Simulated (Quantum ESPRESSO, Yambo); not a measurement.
# BaAlGeH (P3m1): G0W0 with Yambo, start to end, part 3 of 3

Aim: the G0W0 gap of BaAlGeH (P3m1) on PBEsol, step by step.

Quantum ESPRESSO 7.5 and Yambo 5.3.0; PBEsol and many-body steps on it, plane waves. Known limits of the many-body steps: not at the basis limit; no spin-orbit coupling; coarse k mesh.

So far. Step 3 (Bands along the symmetry lines): The gap is 0.745 eV, −0.041 eV from the run before at this level. Step 4 (Empty states on the mesh, 3×3×4 mesh, 121 bands): On this mesh the gap is 0.934 eV. The earlier step found 0.786 eV, so this mesh misses an edge.

## (6) Screening and self-energy, 3×3×4 mesh, 121 bands, screening to 122.5 eV

Now the one-shot GW correction: screening in the RPA, then the self-energy of the levels asked for.

This step: G0W0 on PBEsol, plane waves, norm-conserving pseudopotentials.

Input file gw1.in:

```
HF_and_locXC
gw0
dyson
ppa
em1d
rim_cut
RandQpts= 1000000
RandGvec= 1 RL
EXXRLvcs= 116 Ry
VXCRLvcs= 464 Ry
Chimod= "HARTREE"
% BndsRnXp
 1 | 121 |
%
NGsBlkXp= 9 Ry
% LongDrXp
 1 | 1 | 1 |
%
% GbndRnge
 1 | 121 |
%
DysSolver= "n"
ExtendOut
PPAPntXp= 27.21138 eV
% QPkrange
 3 | 3 | 17 | 20 |
 10 | 10 | 17 | 20 |
 1 | 1 | 17 | 20 |
%
```

Started as:

```bash
$ OMP_NUM_THREADS=1 mpirun -n 4 yambo -F gw1.in -J gw1 -C gw1 > gw1.log
```

What it wrote:

```text
 Yambo, version 5.3.0

 [02] CORE Variables Setup
 =========================

  [... cell, symmetries and grids as in the set-up ...]

  [02.05] Energies & Occupations
  ==============================

  [X] === General ===
  [X] Electronic Temperature                        :  0.000000  0.000000 [eV K]
  [X] Bosonic    Temperature                        :  0.000000  0.000000 [eV K]
  [X] Finite Temperature mode                       : no
  [X] El. density                                   :  0.42216E+24 [cm-3]
  [X] Fermi Level                                   :  8.069821 [eV]

  [X] === Gaps and Widths ===
  [X] Conduction Band Min                           :  0.934250 [eV]
  [X] Valence Band Max                              :  0.000000 [eV]
  [X] Filled Bands                                  :  18
  [X] Empty Bands                                   :   19  121
  [X] Direct Gap                                    :  1.326851 [eV]
  [X] Direct Gap localized at k                     :  10
  [X] Indirect Gap                                  :  0.934250 [eV]
  [X] Indirect Gap between kpts                     :   3  10
  [X] Last valence band width                       :  0.928043 [eV]
  [X] 1st conduction band width                     :  2.208539 [eV]

 [03] Transferred momenta grid and indexing
 ==========================================

 IBZ Q-points                                      :  10
 BZ  Q-points                                      :   36

 K/Q-points units:
 rlu = crystal or reduced units; cc = cartesian coordinates; iku = interal k-units

 Q [ 1]         [rlu]:  0.000000  0.000000  0.000000
 Q [ 2]         [rlu]:  0.000000  0.000000  0.250000
 Q [ 3]         [rlu]:  0.000000  0.000000 -0.500000
 Q [ 4]         [rlu]: -0.50022E-17  0.33333       0.0000
 Q [ 5]         [rlu]: -0.50022E-17  0.33333      0.25000
 Q [ 6]         [rlu]: -0.50022E-17  0.33333     -0.50000
 Q [ 7]         [rlu]:  0.333333  0.333333  0.000000
 Q [ 8]         [rlu]:  0.333333  0.333333  0.250000
 Q [ 9]         [rlu]:  0.333333  0.333333 -0.500000
 Q [10]         [rlu]:  0.50022E-17 -0.33333      0.25000

 [04] Coloumb potential Random Integration (RIM)
 ===============================================

  [04.01] RIM initialization
  ==========================

  * Diagonal components only detected *

  8 x (sBL volume)        :  0.095788 [a.u.]
  sBZ random points       :  1000000
  Points outside the sBZ  :   7994252
  RL volume               :  0.431045 [a.u.]
  Integrated volume       :  0.431355 [a.u.]

  [04.02] RIM integrals
  =====================

  Gamma point sphere radius             :  0.082995 [a.u.]
  Points outside the sphere             :   799854
  [Int_sBZ(q=0) 1/q^2]*(Vol_sBZ)^(-1/3) =:  7.456237
                                 should be <:  7.795600

  Summary of Coulomb integrals for non-metallic bands |Q|[au] RIM/Bare

  Q [1] 0.100000E-4 0.956467 * Q [2] 0.159360 0.799776
  Q [4] 0.294547 1.126168 * Q [3] 0.318719 0.944839
  Q [5] 0.334894 1.062290 * Q [10] 0.334894 1.062718
  Q [6] 0.433982 1.009440 * Q [7] 0.510171 1.040563
  Q [8] 0.534481 1.031671 * Q [9] 0.601545 1.016757

 [05] Dipoles
 ============

  [05.01] Setup: observables and procedures
  =========================================

  [WARNING] [x,Vnl] slows the Dipoles computation. To neglect it rename the ns.kb_pp file

 [06] Dynamic Dielectric Matrix (PPA)
 ====================================

 [WR./gw1//ndb.pp]---------------------------------------------------------------
  Brillouin Zone Q/K grids (IBZ/BZ)                :   10   36   10   36
  RL vectors                                       :  14153 [WF]
  Coulomb cutoff potential                         : none
  Electronic Temperature                           :  0.000000 [K]
  Bosonic    Temperature                           :  0.000000 [K]
  PPA    diel. fun.  energies                      : Perdew, Burke & Ernzerhof SOL(X)+Perdew, Burke & Ernzerhof SOL(C)
  wavefunctions                                    : Perdew, Burke & Ernzerhof SOL(X)+Perdew, Burke & Ernzerhof SOL(C)
  Global Gauge                                     : length
  X matrix size                                    :  273
  X band range                                     :    1  121
  X e/h energy range                               : -1.000000 -1.000000 [eV]
  X Time ordering                                  : R
  X Hxc Kernel                                     : HARTREE
  X Drude frequency                                :  0.000000  0.000000
  X poles                                          :  100.0000 [o/o]
  RL vectors in the sum                            :  14153
  [r,Vnl] included                                 : yes
  Field direction                                  :  0.577350E-5  0.577350E-5  0.577350E-5
  BZ energy Double Grid                            : no
  BZ energy DbGd points                            : 0
  BZ Q point size factor                           : -1.000000
  X Optical Averaged directions                    : none

 [07] Local Exchange-Correlation + Non-Local Fock
 ================================================

 [VXC] Plane waves :   97027
 [EXS] Plane waves :  12111

 QP @ state[ 1 ] K range:  1  1
 QP @ state[ 1 ] b range:  17  20
 QP @ state[ 2 ] K range:  3  3
 QP @ state[ 2 ] b range:  17  20
 QP @ state[ 3 ] K range:  10  10
 QP @ state[ 3 ] b range:  17  20

 [xc] Functional : Perdew, Burke & Ernzerhof SOL(X)+Perdew, Burke & Ernzerhof SOL(C)
 [xc] LIBXC used to calculate xc functional
  PP Number of Atomic Species                      :   4
  NLCC RL compoments                               :   97027
  PP Number of Atomic Species                      :   4
  NLCC RL compoments                               :   97027

 [xc] E_xc :  -27.68528 [Ha]
      E_xc :  -55.37056 [Ry]

  Local XC kind (lXC) : Perdew, Burke & Ernzerhof SOL(X)+Perdew, Burke & Ernzerhof SOL(C)
  Non-Local XC kind (nlXC) : Hartree-Fock

  Corrections @ K [1] :  [eV]
 <17|nlXC|17> = -12.36773  0.69399E-17 <17|lXC|17> = -10.98467  0.000000
 <18|nlXC|18> = -12.36677 -0.63877E-17 <18|lXC|18> = -10.98468  0.000000
 <19|nlXC|19> = -6.465596  0.14378E-17 <19|lXC|19> = -10.28131  0.000000
 <20|nlXC|20> = -5.695030 -0.56341E-18 <20|lXC|20> = -10.15667  0.18882E-15

  Corrections @ K [3] :  [eV]
 <17|nlXC|17> = -12.84532  0.21514E-17 <17|lXC|17> = -11.46703 -0.47204E-16
 <18|nlXC|18> = -11.87295 -0.28932E-17 <18|lXC|18> = -10.82035 -0.14161E-15
 <19|nlXC|19> = -7.032645 -0.30014E-17 <19|lXC|19> = -10.94020 -0.11801E-15
 <20|nlXC|20> = -5.556399  0.46793E-18 <20|lXC|20> = -9.643045  0.35403E-16

  Corrections @ K [10] :  [eV]
 <17|nlXC|17> = -12.52345  0.11343E-16 <17|lXC|17> = -10.82001 -0.18882E-15
 <18|nlXC|18> = -11.36734  0.14843E-16 <18|lXC|18> = -10.36023  0.000000
 <19|nlXC|19> = -5.615028  0.25604E-19 <19|lXC|19> = -9.259088  0.23602E-16
 <20|nlXC|20> = -5.444912  0.93585E-18 <20|lXC|20> = -9.632010  0.000000

  [07.01] Hartree-Fock occupations report
  =======================================

  [Hartree-Fock] === General ===
  [Hartree-Fock] Electronic Temperature             :  0.000000  0.000000 [eV K]
  [Hartree-Fock] Bosonic    Temperature             :  0.000000  0.000000 [eV K]
  [Hartree-Fock] Finite Temperature mode            : no
  [Hartree-Fock] El. density                        :  0.42216E+24 [cm-3]
  [Hartree-Fock] Fermi Level                        :  8.069821 [eV]

  [Hartree-Fock] === Gaps and Widths ===
  [Hartree-Fock] Conduction Band Min                :  1.188660 [eV]
  [Hartree-Fock] Valence Band Max                   : -0.256265 [eV]
  [Hartree-Fock] Filled Bands                       :  18
  [Hartree-Fock] Empty Bands                        :   19  121
  [Hartree-Fock] Direct Gap                         :  1.555862 [eV]
  [Hartree-Fock] Direct Gap localized at k          :  2
  [Hartree-Fock] Indirect Gap                       :  1.444924 [eV]
  [Hartree-Fock] Indirect Gap between kpts          :   2   4
  [Hartree-Fock] Last valence band width            :  1.548401 [eV]
  [Hartree-Fock] 1st conduction band width          :  4.067891 [eV]

 [08] Dyson equation: Newton solver
 ==================================

  [08.01] G0W0 (W PPA)
  ====================

  [  GW  ] Bands range     :    1  121
  [GW/PPA] G damping       :  0.100000 [eV]

  QP @ state[ 1 ] K range:  1  1
  QP @ state[ 1 ] b range:  17  20
  QP @ state[ 2 ] K range:  3  3
  QP @ state[ 2 ] b range:  17  20
  QP @ state[ 3 ] K range:  10  10
  QP @ state[ 3 ] b range:  17  20

   Sc/G bands                                       :    1  121
   Sc/G damping                                     :  0.100000 ev
   Sc bands terminator                              : no
   Sx RL components                                 :  12111

   QP @ state[ 1 ] K range                          :  1  1
   QP @ state[ 1 ] b range                          :  17  20
   QP @ state[ 2 ] K range                          :  3  3
   QP @ state[ 2 ] b range                          :  17  20
   QP @ state[ 3 ] K range                          :  10  10
   QP @ state[ 3 ] b range                          :  17  20
   GF energies kind                                 : Perdew, Burke & Ernzerhof SOL(X)+Perdew, Burke & Ernzerhof SOL(C)
   GF WF`s kind                                     : Perdew, Burke & Ernzerhof SOL(X)+Perdew, Burke & Ernzerhof SOL(C)
   Xs energies kind                                 : Perdew, Burke & Ernzerhof SOL(X)+Perdew, Burke & Ernzerhof SOL(C)
   Xs WF`s kind                                     : Perdew, Burke & Ernzerhof SOL(X)+Perdew, Burke & Ernzerhof SOL(C)

 [11] Game Over & Game summary
```

It took 3.3 min on 4 MPI ranks of Arm Neoverse V1, shared host; peak memory 2.9 GiB; 13 min of CPU time.

Numbers from this step:

```
G0W0 gap on the points computed              : 1.301 eV
starting gap on the mesh                     : 0.9343 eV
k of the valence top                         : 0, 0, -0.5
k of the conduction bottom                   : 0, -0.3333, 0.25
least direct G0W0 gap on the computed points : 1.667 eV
Z at the valence top                         : 0.7798
Z at the conduction bottom                   : 0.7912
```

The gap on the mesh goes from 0.93 eV to 1.30 eV, a correction of +0.37 eV. The start differs from the 0.79 eV found before because the two sample other k points.

Limits: finite bands, cutoff and mesh; no spin-orbit coupling; coarse k mesh. v1 is the top filled band, c1 the lowest empty one. Levels before and after the correction, in eV, zero at the valence-band top of each column:

```tsv
	conduction bottom	valence top
Kohn-Sham	0.93	0.00
G0W0	1.30	0.00
```

```tsv
	level	energy (eV)
Kohn-Sham	(0 0 -0.5) v2	-0.046
Kohn-Sham	(0 0 -0.5) v1	0.000
Kohn-Sham	(0 0 -0.5) c1	1.349
Kohn-Sham	(0 0 -0.5) c2	1.933
Kohn-Sham	(0 -0.333 0.25) v2	-1.134
Kohn-Sham	(0 -0.333 0.25) v1	-0.393
Kohn-Sham	(0 -0.333 0.25) c1	0.934
Kohn-Sham	(0 -0.333 0.25) c2	2.463
G0W0	(0 0 -0.5) v2	-0.092
G0W0	(0 0 -0.5) v1	0.000
G0W0	(0 0 -0.5) c1	1.818
G0W0	(0 0 -0.5) c2	2.400
G0W0	(0 -0.333 0.25) v2	-1.235
G0W0	(0 -0.333 0.25) v1	-0.365
G0W0	(0 -0.333 0.25) c1	1.301
G0W0	(0 -0.333 0.25) c2	2.918
```

## (7) Where the time went

Times are wall times on the hardware named with each run, good to a factor of about two.

```tsv
step	time	share	memory (GiB)
ground state	32 s	11 %	0.59
bands along the symmetry lines	27 s	9 %	0.43
empty states on the mesh	36 s	12 %	0.81
conversion and set-up	4.7 s	2 %	0.25
screening and self-energy	3.3 min	66 %	2.9
```

## (8) Results

| Quantity | Value |
| --- | --- |
| PBEsol gap | 0.75 eV, indirect |
| G0W0 gap on the mesh | 1.30 eV |
| G0W0 gap over the zone (rigid shift) | 1.11 eV |
| GW settings | 3×3×4 mesh, 121 bands, screening to 122.5 eV, Godby-Needs plasmon pole |
| known limits | not at the basis limit; no spin-orbit coupling; coarse k mesh |

G0W0 moves the gap on the mesh from 0.93 eV to 1.30 eV (+0.37 eV), with Z of 0.78 and 0.79 at the edges. The mesh misses the band edges by 0.19 eV in all; a rigid shift gives 1.11 eV for the zone. Only 3 of the mesh's irreducible points were corrected, so a valley elsewhere could overtake. The dearest step here is «screening and self-energy». Bands and cutoff are finite, so the gap is not at the basis limit. The miss can reach some tenths of an eV and take either sign; the mesh is an error of its own. In the G0W0 run levels were corrected at 3 k points alone, so a gap called «on the mesh» is the least over those, and an edge elsewhere would be missed. A denser mesh or path gives a starting gap of 0.75 eV: the GW mesh misses a band edge, so its gaps are not the fundamental one. The 3×3×4 mesh is coarse for this cell, which bears on the long-range parts of exchange and screening. The many-body steps are scalar-relativistic: spin-orbit coupling is not in them.

[Paths, hosts, dates, memory and timing lines, banners, echoed tables and standing remarks are left out of the program output.]

[Logs are printed without paths, hosts, clocks, repeated set-up lines and the standing remarks that a program may print on its own settings, such as how far it seeks lower states.]

[Runs of the session that timed out or met a known fault of the program may be left out.]

[Hosts, paths, dates, database ids (printed as entryN), source tags and the programs' standing remarks are cut or masked in the printed files.]
